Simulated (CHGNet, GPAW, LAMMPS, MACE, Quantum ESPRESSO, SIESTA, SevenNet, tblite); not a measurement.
# Forces in Cd23Hg13Se20S16 with crystalline order left by the classical run (72 atoms), program by program

One geometry of Cd23Hg13Se20S16 with crystalline order left by the classical run (72 atoms) is solved by several programs and methods. How far do their forces lie from a plane-wave PBE run?

Results are calculated, not measured.

## 1. The cell

The cell holds 72 atoms (23 Cd, 13 Hg, 20 Se and 16 S), with edges of 12.49, 12.49 and 12.49 Å. Recipe: 72 atoms (23 Cd, 13 Hg, 20 Se, 16 S) placed at random at 6.2 g/cm³, melted at 2500 K for 10 ps at fixed volume with the Stillinger-Weber II-VI potential (Zhou et al., Phys. Rev. B 88, 085309 (2013)). Quenched from 2500 K to 500 K at 5 K/ps and fixed volume, held 5 ps, then minimised at fixed cell. The density is 6.20 g/cm³.

## 2. The reference input

Quantum ESPRESSO 7.5: Kohn-Sham DFT, PBE, SSSP efficiency 1.3.0 pseudopotentials, plane waves. Its input, pw.in:

```
&control
  calculation = 'scf'
  pseudo_dir = './pseudo'
  outdir = './tmp'
  disk_io = 'none'
  tprnfor = .true.
  tstress = .true.
/
&system
  ibrav = 0
  nat = 72
  ntyp = 4
  ecutwfc = 60
  ecutrho = 480
  nosym = .true.
  occupations = 'smearing'
  smearing = 'fd'
  degauss = 0.003675
/
&electrons
  conv_thr = 3.6e-07
  electron_maxstep = 100
  mixing_beta = 0.4
  mixing_mode = 'plain'
  diagonalization = 'david'
/
ATOMIC_SPECIES
Cd 112.414 Cd.upf
Hg 200.592 Hg.upf
Se 78.971 Se.upf
S 32.060 S.upf
CELL_PARAMETERS angstrom
12.49410 0.00000 0.00000
0.00000 12.49410 0.00000
0.00000 0.00000 12.49410
ATOMIC_POSITIONS crystal
Cd 0.05686 0.66340 0.79474
Cd 0.79325 0.80862 0.34164
Cd 0.41832 0.58774 0.85398
Cd 0.73861 0.50379 0.23478
[... 66 atom lines left out ...]
S 0.61341 0.54704 0.78907
S 0.73843 0.62469 0.39853
K_POINTS gamma
```

```console
$ OMP_NUM_THREADS=1 pw.x -in pw.in > output.txt
```

Elapsed: 48 min, on 1 thread of Arm Neoverse V2, shared host; peak memory 6.6 GiB.

It converged with an r.m.s. force component of 0.37 eV/Å and a pressure of 1.7 GPa.

## 3. What was run beside it

- CHGNet: machine-learned potential, published weights.
- GPAW 26.7.0: PAW with atomic orbitals (LCAO), plane waves or a real-space grid of spacing h.
- MACE: machine-learned potential, published weights.
- Quantum ESPRESSO 7.5: plane waves; labels (QE) give functional, pseudopotential set and cutoffs of waves/density.
- SIESTA 5.4.2: numerical atomic orbitals, whose automatically made sets are far from complete, with PseudoDojo norm-conserving potentials that we converted to its format (checked against plane waves on the same files for H, C, O, Si, Ge and Ca alone); labels give functional, basis size, energy shift and mesh cutoff.
- SevenNet: machine-learned potential, published weights.
- tblite 0.8.0: extended tight binding, driven from Python.

All use the same cell and atoms, and the electronic-structure runs the same k-mesh.

## 4. All runs compared

Differences are against the reference: forces as r.m.s. over components, share as that over the reference's r.m.s. force, slope as the fitted ratio of a run's forces to the reference's.

```tsv
run	Δ force, r.m.s. (meV/Å)	share (%)	slope	Δ pressure (GPa)	cores	CPU time	memory (GiB)
reference	-	-	-	-	1	48 min	6.6
CHGNet r2SCAN potential	225	60.5	0.479	-1.82	1	3.1 s	0.61
GPAW LDA, LCAO dzp, h 0.2 Å	71.1	19.2	0.888	-	1	4.1 min	2.0
GPAW PBE, LCAO dzp, h 0.2 Å	50.6	13.6	1.064	-	1	4.5 min	2.0
GPAW PBE, LCAO szp(dzp), h 0.2 Å (coarse)	73.0	19.7	1.078	-	1	2.9 min	1.9
GPAW PBE, grid h 0.24 Å (coarse)	42.5	11.5	0.994	-	4	42 min	4.0
GPAW PBE, plane waves 350 eV	29.4	7.91	0.996	-2.97	4	15 min	2.3
MACE MP-0b3 medium potential	107	28.9	0.949	0.0158	1	7.5 s	0.78
QE PBE, sssp-1.3.0-efficiency, 25/200 Ry (coarse)	28.8	7.76	1.011	-93.3	4	14 min	2.2
SIESTA PBE, DZ, shift 0.01 Ry, mesh 300 Ry (coarse)	223	60.2	1.264	-1.05	1	2 min	0.82
SIESTA PBE, DZP, shift 0.01 Ry, mesh 150 Ry (coarse)	112	30.1	1.064	-2.29	2	1.8 min	0.74
SIESTA PBE, DZP, shift 0.01 Ry, mesh 300 Ry	112	30.1	1.063	-2.48	2	3.7 min	1.4
SIESTA PBE, SZ, shift 0.02 Ry, mesh 300 Ry (coarse)	1257	339	0.818	-5.63	1	1.9 min	0.65
SIESTA PBE, SZP, shift 0.01 Ry, mesh 300 Ry (coarse)	668	180	0.653	-7.81	1	2.6 min	1.0
SIESTA PBE, TZP, shift 0.01 Ry, mesh 300 Ry	112	30.1	1.057	-2.90	2	5.6 min	1.6
SevenNet 0 potential	107	28.9	0.928	0.197	1	7.1 s	0.71
tblite GFN1-xTB	217	58.6	0.727	-1.71	1	3.5 s	0.12
```

Rows marked coarse were listed beforehand as settings not expected to be converged; some can still land near the reference.

Times of the machine-learned potentials are mostly Python's start and the loading of weights.

CPU time is summed over cores on shared hosts, so it is rough.

## 5. What came out

Forces lie from 7.8 % (QE PBE, sssp-1.3.0-efficiency, 25/200 Ry, coarse) to 339 % (SIESTA PBE, SZ, shift 0.02 Ry, mesh 300 Ry, coarse) of the reference's r.m.s. force of 0.37 eV/Å away from it. Other PBE runs on plane waves or a grid: GPAW PBE, plane waves 350 eV 7.9 % of the r.m.s. force; potentials, cutoffs or grids differ between them, and this table alone doesn't tell which side is nearer the exact PBE result. The PBE runs in local orbitals, coarse settings apart, differ by 14 % (GPAW PBE, LCAO dzp, h 0.2 Å) to 30 % (SIESTA PBE, DZP, shift 0.01 Ry, mesh 300 Ry); basis, grid and potentials can all enter. Tight binding differs by 59 % (tblite GFN1-xTB); it is another model, with fitted parameters of its own, and the xTB methods hold dispersion.

Machine-learned potentials differ by 29 % (MACE MP-0b3 medium potential) to 61 % (CHGNet r2SCAN potential); they were trained on other programs' data, some at another functional. Rows with another functional or a dispersion term differ by 19 % (GPAW LDA, LCAO dzp, h 0.2 Å), which mixes the change of model with differences of basis and potentials. Runs with settings chosen to be coarse differ by 7.8 % (QE PBE, sssp-1.3.0-efficiency, 25/200 Ry) to 339 % (SIESTA PBE, SZ, shift 0.02 Ry, mesh 300 Ry), their programs' other errors included. From SIESTA PBE, DZP, shift 0.01 Ry, mesh 150 Ry to the finer SIESTA PBE, DZP, shift 0.01 Ry, mesh 300 Ry the share goes from 30.1 to 30.1 %, so the grid isn't what parts these runs from the reference. Pressures at PBE, coarse settings apart, lie -2.97 to -2.48 GPa from the reference's. A pressure off by over 25 GPa (QE PBE, sssp-1.3.0-efficiency, 25/200 Ry) is no usable stress for this cell.

Caveats: Periodic xTB results under one method name differ between programs and library versions. The potentials hold different valence shells: 752 electrons in the reference, 726 in GPAW and 1136 in SIESTA; this bears on time and differences. The reference's pressure holds the uncorrected Pulay stress of its 60 Ry basis, so small pressure differences may be the reference's own error. Machine-learned potentials mimic data converged in k, so the reference's own k-point error enters their differences. The quench rate of 5 K/ps is many orders above laboratory rates, so the cell is likely richer in defects and strain than a real sample. The network of bonds at the start is that of the classical potential that made the cell, and needn't be the one that DFT or experiment would give. The reference's stress is far from hydrostatic: its diagonal is -1.3, 3.4, 3.0 GPa, compression counted positive. The electronic-structure runs sample only Γ, in a cell whose shortest periodic width is 12 Å, which is coarse for a cell with partly filled levels. Spin–orbit coupling is left out, which matters for the levels of the heavy elements. The reference's pressure of 1.7 GPa reflects the volume that the recipe set, positions that aren't this level's minimum and the basis. Where levels are smeared, the DFT runs use Fermi–Dirac occupations at 580 K (0.05 eV), and energies are free energies. The reference's cutoffs and mesh weren't converged further here.

[Logs are printed without paths, hosts, clocks, repeated set-up lines and the standing remarks that a program may print on its own settings, such as how far it seeks lower states.]

[Hosts, paths, dates, database ids (printed as entryN), source tags and the programs' standing remarks are cut or masked in the printed files.]

[Cells were taken only where this reference lay near another plane-wave run.]
